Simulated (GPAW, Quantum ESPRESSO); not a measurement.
# As K-edge XANES of As (R-3m), part 3 of 4

Aim: the As K edge of As (R-3m) by two routes, a Lanczos recursion (XSpectra) and a sum over empty bands (GPAW), to see which features are robust.

Quantum ESPRESSO 7.5 and GPAW 26.7.0; core-hole supercells, plane-wave PAW PBE.

So far. Step 7 (Spectrum with XCH, As atom 1 (Quantum ESPRESSO)): Main maxima below 30 eV (height): 1.2 eV (1.81) and 11.9 eV (0.91).  Step 8 (Ground state of the crystal (GPAW)): The mesh shows no gap, so the system is treated as a metal and the core electron is put at the Fermi level (neutral cell).

The database entry behind the starting cell differs from later determinations by our own check (old inner coordinate), so it need not match the best structure at ambient conditions.

**9. Spectrum without a core hole, As atom 1 (GPAW)**

Level of this step: X-ray absorption from dipole matrix elements to empty bands, plane-wave PAW PBE (GPAW).

This cheap baseline ignores the attraction of the hole: it shows the absorber's empty states as they are in the ground state. The data set with a hole of occupation 0 only carries the core orbital.

xas.py

```python
import numpy as np
from ase import Atoms
from ase.parallel import parprint, paropen
from gpaw import GPAW, PW, FermiDirac, Mixer, MixerDif, setup_paths
from gpaw.test import gen
setup_paths.insert(0, '.')
gen('As', name='nch1s', xcname='PBE', corehole=(1, 0, 0), write_xml=True)
from gpaw.mpi import world
world.barrier()

atoms = Atoms('As2',
    cell=[[1.8807969, 1.0858786, 3.51406199],
     [-1.8807969, 1.0858786, 3.51406199],
     [0, -2.17175719, 3.51406199]],
    scaled_positions=[[0.226, 0.226, 0.226],
     [0.774, 0.774, 0.774]],
    pbc=True)
atoms.calc = calc = GPAW(legacy_gpaw=True, mode=PW(500, force_complex_dtype=True), xc='PBE', setups={0: 'nch1s'},
    kpts={'size': (11, 11, 11), 'gamma': True}, occupations=FermiDirac(0.1),
    charge=0, mixer=Mixer(0.1, 5, 50), maxiter=150,
    convergence={'density': 0.0001, 'eigenstates': 1e-6}, txt='scf.txt')
energy = atoms.get_potential_energy() + calc.get_reference_energy()
ef = calc.get_fermi_level()
out = dict(energy=energy, fermi=ef, forces=atoms.get_forces().tolist())
parprint(f'all-electron energy {energy:.4f} eV, Fermi level {ef:.4f} eV')
ev = np.array([[calc.get_eigenvalues(k, s) for k in range(len(calc.get_ibz_k_points()))] for s in range(calc.get_number_of_spins())])
out['homo'], out['lumo'], out['counts'] = ev[ev < ef].max(), ev[ev > ef].min(), sorted(set((ev < ef).sum((0, 2)).tolist()))
out['filled'] = (ev[:, 0] < ef).sum(1).tolist()

from ase.units import Ha
from gpaw.xas import dipole_matrix_elements
nb = int(calc.get_number_of_electrons() / 2) + 29
top = nb
nscf = calc.fixed_density(kpts={'size': (10, 10, 10), 'gamma': True},
    convergence={'eigenstates': 1.0}, txt='nscf.txt')
nscf.diagonalize_full_hamiltonian(nbands=nb)
cell = atoms.cell.array
ops = [cell.T @ U.T @ np.linalg.inv(cell.T) for U in nscf.wfs.kd.symmetry.op_scc]
E = np.arange(-25, 34, 0.1)
fwhm = np.interp(E, [4, 25], [2.14, 3.5])
Y, X, zero, highest = 0, 0, 1e9, 1e9
for spin in range(nscf.get_number_of_spins()):
    wfs = nscf.wfs
    mine = wfs.bd.get_slice()  # this rank's bands
    A = dipole_matrix_elements(wfs.setups[0])
    eps = np.zeros((wfs.kd.nibzkpts, nb))
    d = np.zeros((3, A.shape[1], wfs.kd.nibzkpts, nb), complex)
    for kpt in wfs.kpt_u:
        if kpt.s == spin and 0 in kpt.P_ani:
            eps[kpt.k, mine] = kpt.eps_n * Ha
            d[:, :, kpt.k, mine] = (kpt.weight * wfs.nspins / 2) ** 0.5 * np.inner(A, kpt.P_ani[0])
    world.sum(eps)
    world.sum(d)
    T = np.einsum('amkn,bmkn->abkn', d, d.conj()).real
    T = sum(np.einsum('ai,ijkn,bj->abkn', R, T, R) for R in ops) / len(ops)
    empty = eps > ef
    zero, highest = min(zero, eps[empty].min()), min(highest, eps[:, top - 1].min())
    lines = [(eps, T, empty)] if spin == 0 else lines + [(eps, T, empty)]
for eps, T, empty in lines:
    f = np.einsum('aakn->akn', T).reshape(3, -1)
    x = eps.ravel() - zero
    w = np.interp(x, E, fwhm) / 2.35482
    g = np.exp(-0.5 * ((E[:, None] - x) / w) ** 2) / (w * (2 * np.pi) ** 0.5)
    Y = Y + (f * empty.ravel()) @ g.T
    X = X + (f * ~empty.ravel()) @ g.T
out.update(E=E.round(2).tolist(), xas=Y.tolist(), xes=X.tolist(), zero=zero, valid=highest - zero, nk=len(eps), nb=nb)
for i in range(0, len(E), 10):
    parprint(f'{E[i]:7.2f}', *(f'{v:10.3e}' for v in Y[:, i]))
import json
with paropen('out.json', 'w') as f:
    json.dump(out, f)
```

Command:

```sh
$ OMP_NUM_THREADS=1 mpirun -n 4 gpaw python xas.py
```

Numbers of over 12 decimals in the logs are rounded to 6 here.

The log of the run:

```text
Input parameters:
  convergence: {density: 0.0001,
                eigenstates: 1e-06}
  kpts: {gamma: True,
         size: (11, 11, 11)}
  maxiter: 150
  mixer: {backend: pulay,
          beta: 0.1,
          method: separate,
          nmaxold: 5,
          weight: 50}
  mode: {ecut: 500.0,
         force_complex_dtype: True,
         name: pw}
  occupations: {fixmagmom: False,
                name: fermi-dirac,
[...]
*p    :     0.809062
*d    :     0.000000
--------------------------------

Diagonalizing with gridspacing h=0.050

state   all-electron     PAW
-------------------------------
4s:      -0.532368    -0.532674
4p:      -0.190938    -0.191179
*d:                    0.035724
*f:                    0.070513
-------------------------------
all-electron energy -123015.2514 eV, Fermi level 7.1060 eV
[...]
32.00  1.090e-07  1.090e-07  1.081e-07
  33.00  1.030e-07  1.030e-07  1.040e-07
[key lines of the parts left out:]
Converged after 11 iterations.
Dipole moment: (-0.000000, -0.000000, -0.000000) |e|*Ang
Free energy:     -9.306415
Fermi level: 7.10600
```

Run time: 4.1 min. Hardware: 4 MPI ranks of Arm Neoverse V1, shared host; peak memory 0.38 GiB.

The As K spectrum, As atom 1, no core hole (energy from the lowest empty level; intensity scaled to a mean of 1 over the first 20 eV; polarised curves are means over the symmetry-equivalent atoms):

| E (eV) | isotropic | ε ⊥ c | ε ∥ c |
| --- | --- | --- | --- |
| -2.0 | 0.01 | 0.01 | 0.01 |
| -1.5 | 0.03 | 0.03 | 0.03 |
| -1.0 | 0.09 | 0.10 | 0.09 |
| -0.5 | 0.26 | 0.26 | 0.25 |
| 0.0 | 0.54 | 0.55 | 0.52 |
| 0.5 | 0.93 | 0.95 | 0.90 |
| 1.0 | 1.35 | 1.36 | 1.34 |
| 1.5 | 1.69 | 1.69 | 1.70 |
| 2.0 | 1.90 | 1.90 | 1.91 |
| 2.5 | 1.97 | 2.00 | 1.91 |
| 3.0 | 1.94 | 2.03 | 1.78 |
| 3.5 | 1.85 | 1.97 | 1.61 |
| 4.0 | 1.72 | 1.84 | 1.47 |
| 4.5 | 1.56 | 1.64 | 1.40 |
| 5.0 | 1.42 | 1.44 | 1.39 |
| 5.5 | 1.32 | 1.28 | 1.41 |
| 6.0 | 1.22 | 1.15 | 1.38 |
| 6.5 | 1.08 | 1.01 | 1.22 |
| 7.0 | 0.89 | 0.85 | 0.97 |
| 7.5 | 0.70 | 0.70 | 0.69 |
| 8.0 | 0.56 | 0.60 | 0.49 |
| 8.5 | 0.50 | 0.55 | 0.38 |
| 9.0 | 0.49 | 0.55 | 0.36 |
| 9.5 | 0.53 | 0.59 | 0.40 |
| 10.0 | 0.59 | 0.65 | 0.47 |
| 10.5 | 0.67 | 0.73 | 0.56 |
| 11.0 | 0.75 | 0.81 | 0.64 |
| 11.5 | 0.82 | 0.87 | 0.71 |
| 12.0 | 0.86 | 0.91 | 0.75 |
| 12.5 | 0.87 | 0.92 | 0.78 |
| 13.0 | 0.86 | 0.90 | 0.78 |
| 13.5 | 0.83 | 0.85 | 0.78 |
| 14.0 | 0.79 | 0.80 | 0.78 |
| 14.5 | 0.76 | 0.75 | 0.79 |
| 15.0 | 0.75 | 0.72 | 0.79 |
| 15.5 | 0.75 | 0.71 | 0.81 |
| 16.0 | 0.76 | 0.72 | 0.84 |
| 16.5 | 0.78 | 0.73 | 0.87 |
| 17.0 | 0.79 | 0.75 | 0.89 |
| 17.5 | 0.80 | 0.76 | 0.90 |
| 18.0 | 0.80 | 0.76 | 0.89 |
| 18.5 | 0.79 | 0.75 | 0.86 |
| 19.0 | 0.77 | 0.75 | 0.83 |
| 19.5 | 0.76 | 0.74 | 0.79 |
| 20.0 | 0.75 | 0.74 | 0.77 |
| 20.5 | 0.74 | 0.74 | 0.76 |
| 21.0 | 0.75 | 0.75 | 0.76 |
| 21.5 | 0.76 | 0.76 | 0.76 |
| 22.0 | 0.77 | 0.77 | 0.78 |
| 22.5 | 0.78 | 0.78 | 0.79 |
| 23.0 | 0.79 | 0.78 | 0.79 |
| 23.5 | 0.78 | 0.77 | 0.80 |
| 24.0 | 0.77 | 0.76 | 0.79 |
| 24.5 | 0.76 | 0.75 | 0.78 |
| 25.0 | 0.75 | 0.74 | 0.78 |
| 25.5 | 0.74 | 0.73 | 0.77 |
| 26.0 | 0.74 | 0.73 | 0.77 |
| 26.5 | 0.75 | 0.73 | 0.78 |
| 27.0 | 0.75 | 0.74 | 0.78 |
| 27.5 | 0.76 | 0.74 | 0.79 |
| 28.0 | 0.77 | 0.75 | 0.80 |
| 28.5 | 0.78 | 0.77 | 0.82 |
| 29.0 | 0.80 | 0.78 | 0.83 |
| 29.5 | 0.82 | 0.81 | 0.84 |
| 30.0 | 0.83 | 0.83 | 0.84 |
| 30.5 | 0.85 | 0.85 | 0.85 |
| 31.0 | 0.85 | 0.86 | 0.85 |
| 31.5 | 0.85 | 0.85 | 0.84 |
| 32.0 | 0.84 | 0.84 | 0.83 |

Main maxima below 30 eV (height): 2.6 eV (1.97), 12.6 eV (0.87), 17.6 eV (0.80) and 23.0 eV (0.79). 

The same matrix elements for filled bands give the As K emission of As atom 1 (ground-state approximation; energy from the lowest empty level, largest value 1):

| E (eV) | emission |
| --- | --- |
| -24.00 | 0.00 |
| -23.25 | 0.00 |
| -22.50 | 0.00 |
| -21.75 | 0.00 |
| -21.00 | 0.00 |
| -20.25 | 0.00 |
| -19.50 | 0.00 |
| -18.75 | 0.00 |
| -18.00 | 0.00 |
| -17.25 | 0.00 |
| -16.50 | 0.00 |
| -15.75 | 0.00 |
| -15.00 | 0.01 |
| -14.25 | 0.02 |
| -13.50 | 0.03 |
| -12.75 | 0.04 |
| -12.00 | 0.04 |
| -11.25 | 0.05 |
| -10.50 | 0.06 |
| -9.75 | 0.06 |
| -9.00 | 0.05 |
| -8.25 | 0.04 |
| -7.50 | 0.07 |
| -6.75 | 0.18 |
| -6.00 | 0.37 |
| -5.25 | 0.59 |
| -4.50 | 0.79 |
| -3.75 | 0.95 |
| -3.00 | 1.00 |
| -2.25 | 0.88 |
| -1.50 | 0.65 |
| -0.75 | 0.40 |
| 0.00 | 0.19 |
| 0.75 | 0.06 |
| 1.50 | 0.01 |
| 2.25 | 0.00 |
| 3.00 | 0.00 |

Emission maxima: -3.2 eV (1.00).

**10. Supercell without a hole, the energy reference (GPAW)**

Total energies of two programs can't be mixed, so the cell and mesh of GPAW's hole run get a reference energy of their own.

scf.py

```python
import numpy as np
from ase import Atoms
from ase.parallel import parprint, paropen
from gpaw import GPAW, PW, FermiDirac, Mixer, MixerDif, setup_paths
from gpaw.test import gen
setup_paths.insert(0, '.')
gen('As', name='nch1s', xcname='PBE', corehole=(1, 0, 0), write_xml=True)
from gpaw.mpi import world
world.barrier()

atoms = Atoms('As12',
    cell=[[-5.6423907, 3.25763579, 0],
     [-3.7615938, -4.34351438, -3.51406199],
     [-1.8807969, -5.42939298, 3.51406199]],
    scaled_positions=[[0.113, 0.661, 0.339],
     [0.113, 0.99433333, 0.67233333],
     [0.613, 0.82766667, 0.50566667],
     [0.113, 0.32766667, 0.00566667],
     [0.613, 0.161, 0.839],
     [0.613, 0.49433333, 0.17233333],
     [0.387, 0.839, 0.161],
     [0.387, 0.17233333, 0.49433333],
     [0.887, 0.00566667, 0.32766667],
     [0.387, 0.50566667, 0.82766667],
     [0.887, 0.339, 0.661],
     [0.887, 0.67233333, 0.99433333]],
    pbc=True)
atoms.calc = calc = GPAW(legacy_gpaw=True, mode=PW(500, force_complex_dtype=True), xc='PBE', setups={0: 'nch1s'},
    kpts={'size': (4, 4, 4), 'gamma': True}, occupations=FermiDirac(0.1),
    charge=0, mixer=Mixer(0.1, 5, 50), maxiter=150,
    convergence={'density': 0.0001, 'eigenstates': 1e-6}, txt='scf.txt')
energy = atoms.get_potential_energy() + calc.get_reference_energy()
ef = calc.get_fermi_level()
out = dict(energy=energy, fermi=ef, forces=atoms.get_forces().tolist())
parprint(f'all-electron energy {energy:.4f} eV, Fermi level {ef:.4f} eV')
ev = np.array([[calc.get_eigenvalues(k, s) for k in range(len(calc.get_ibz_k_points()))] for s in range(calc.get_number_of_spins())])
out['homo'], out['lumo'], out['counts'] = ev[ev < ef].max(), ev[ev > ef].min(), sorted(set((ev < ef).sum((0, 2)).tolist()))
out['filled'] = (ev[:, 0] < ef).sum(1).tolist()
import json
with paropen('out.json', 'w') as f:
    json.dump(out, f)
```

Command:

```sh
$ OMP_NUM_THREADS=1 mpirun -n 4 gpaw python scf.py
```

The log of the run:

```text
Input parameters:
  convergence: {density: 0.0001,
                eigenstates: 1e-06}
  kpts: {gamma: True,
         size: (4, 4, 4)}
  maxiter: 150
  mixer: {backend: pulay,
          beta: 0.1,
          method: separate,
          nmaxold: 5,
          weight: 50}
  mode: {ecut: 500.0,
         force_complex_dtype: True,
         name: pw}
  occupations: {fixmagmom: False,
                name: fermi-dirac,
[...]
4s(2) :    -0.532368     1.194216
*s    :     0.467632
4p(3) :    -0.190938     1.022597
*p    :     0.809062
*d    :     0.000000
--------------------------------

Diagonalizing with gridspacing h=0.050

state   all-electron     PAW
-------------------------------
4s:      -0.532368    -0.532674
4p:      -0.190938    -0.191179
*d:                    0.035724
*f:                    0.070513
-------------------------------
all-electron energy -738091.4886 eV, Fermi level 7.0863 eV
[key lines of the parts left out:]
Converged after 11 iterations.
Dipole moment: (-0.000000, 0.000000, 0.000000) |e|*Ang
Free energy:    -55.828359
Fermi level: 7.08632
```

The job ended after 46 s (4 MPI ranks; peak memory 0.31 GiB).

Reference energy: -738091.489 eV with the cores included.

(Part 3 of 4 ends here.)

[Banner, clock and machine lines of the logs are left out without a mark of their own.]

[Logs are printed without paths, hosts, clocks, repeated set-up lines and the standing remarks that a program may print on its own settings, such as how far it seeks lower states.]

[Hosts, paths, dates, database ids (printed as entryN), source tags and the programs' standing remarks are cut or masked in the printed files.]

[Lists of maxima count a maximum above −3 eV only where it reaches 4 % of the highest in the window and stands out from its surroundings by 2 % of it (1.5 % where it reaches 55 %); shoulders and weaker maxima are passed over, and of the rest the first, up to two pre-edge ones and the few strongest are named.]
